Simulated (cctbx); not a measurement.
# Occupancies in RbGdTe2

Cell a = 8.5800 Å, b = 8.5800 Å, c = 13.6480 Å, α = 90.00°, β = 90.00°, γ = 90.00°; space group I4_1md (no. 109); nominal formula RbGdTe2.

The data are simulated with cctbx, not measured: Mo Kα, λ = 0.71073 Å, to d = 0.6 Å, 70 % of the full sphere, strongest reflection 70000 counts, noise from counting, a 6 % proportional error and a noise floor of 15 counts (s.d.); no absorption, and some extinction, which the refinements don't model.

With every site full:

```text
Rint 0.045, 1344 unique reflections to 0.60 A
cycle     R1     wR2    GooF  max shift (A)
   1  0.2217  0.4635  10.486   0.00080
   3  0.0176  0.0514   1.163   0.00000
final R1 0.0176 wR2 0.0514 GooF 1.163  parameters 16  data/parameter 84.0
atom        x        y        z      Ueq    occ   su(xyz)  su(Uiso or U11)
Gd1    0.50000  0.00000  0.00013   0.0033  1.000  0.00001  0.0002
Te1    0.50000  0.00000  0.23391   0.0033  1.000  0.00002  0.0002
Te2    0.50000  0.00000  0.76928   0.0039  1.000  0.00003  0.0002
Rb2    0.00000  0.50000  0.03945   0.0017  1.000  0.00003  0.0002
difference map: max 1.81 min -1.50 rms 0.24
Q1    0.0000  0.0514  0.4845    8    1.89  0.44 A from Te1
Q2    0.0000  0.0000  0.6354    4    1.73  2.07 A from Te1
Q3    0.0000  0.0000  0.9047    4    1.54  1.56 A from Te2
Q4    0.0000  0.0000  0.3684    4    1.35  1.58 A from Te1
Q5    0.0000  0.0424  0.7876    8    1.30  0.36 A from Rb2
Q6    0.0000  0.0520  0.9787    8    1.25  0.71 A from Te2
```

With the occupancies of the suspect sites free, each still typed as its main element:

```text
Rint 0.045, 1344 unique reflections to 0.60 A
cycle     R1     wR2    GooF  max shift (A)
   1  0.1218  0.2715   6.148   0.00014
  10  0.0156  0.0414   0.937   0.00001
final R1 0.0156 wR2 0.0414 GooF 0.937  parameters 18  data/parameter 74.7
atom        x        y        z      Ueq    occ   su(xyz)  su(Uiso or U11)
Gd1    0.50000  0.00000  0.00009   0.0029  0.969  0.00001  0.0001
Te1    0.50000  0.00000  0.23391   0.0034  1.000  0.00002  0.0002
Te2    0.50000  0.00000  0.76932   0.0041  1.000  0.00002  0.0002
Rb2    0.00000  0.50000  0.03949   0.0032  1.032  0.00003  0.0002
su of occupancy Gd1: 0.005
su of occupancy Rb2: 0.006
difference map: max 1.27 min -1.36 rms 0.23
Q1    0.0000  0.0000  0.3696    4    1.33  1.56 A from Te1
Q2    0.0000  0.0569  0.4852    8    1.29  0.49 A from Te1
Q3    0.0000  0.0000  0.8934    4    1.17  1.42 A from Rb2
Q4    0.0000  0.0000  0.6289    4    1.08  1.98 A from Te1
Q5    0.0000  0.0667  0.9896    8    0.98  0.70 A from Te2
Q6    0.0000  0.3732  0.9795    8    0.83  1.36 A from Rb2
```

**Question.** What is the disorder?

X-rays count electrons. Gd1 refines to 0.969(0.005), or 62.0 electrons; the site truly holds 0.95 Gd and 0.05 Rb, 62.6 electrons, which is 0.979 of Gd; Rb2 refines to 1.032(0.006), or 38.2 electrons; the site truly holds 0.95 Rb and 0.05 Gd, 38.4 electrons, which is 1.036 of Rb. A value under 1 can't tell vacancies from a lighter guest, and one over 1 needs a heavier guest; chemistry or a second radiation must settle which. Occupancy correlates with U and the scale, and the two elements' form factors differ in shape, so the match is approximate.

Freeing them takes R1 from 0.0176 to 0.0156 and GooF from 1.16 to 0.94.

This is a model crystal, built by substitution and not relaxed, with assumed displacement parameters.

[Middle refinement cycles are left out of these outputs.]

[Logs are printed without paths, hosts, clocks, repeated set-up lines and the standing remarks that a program may print on its own settings, such as how far it seeks lower states.]
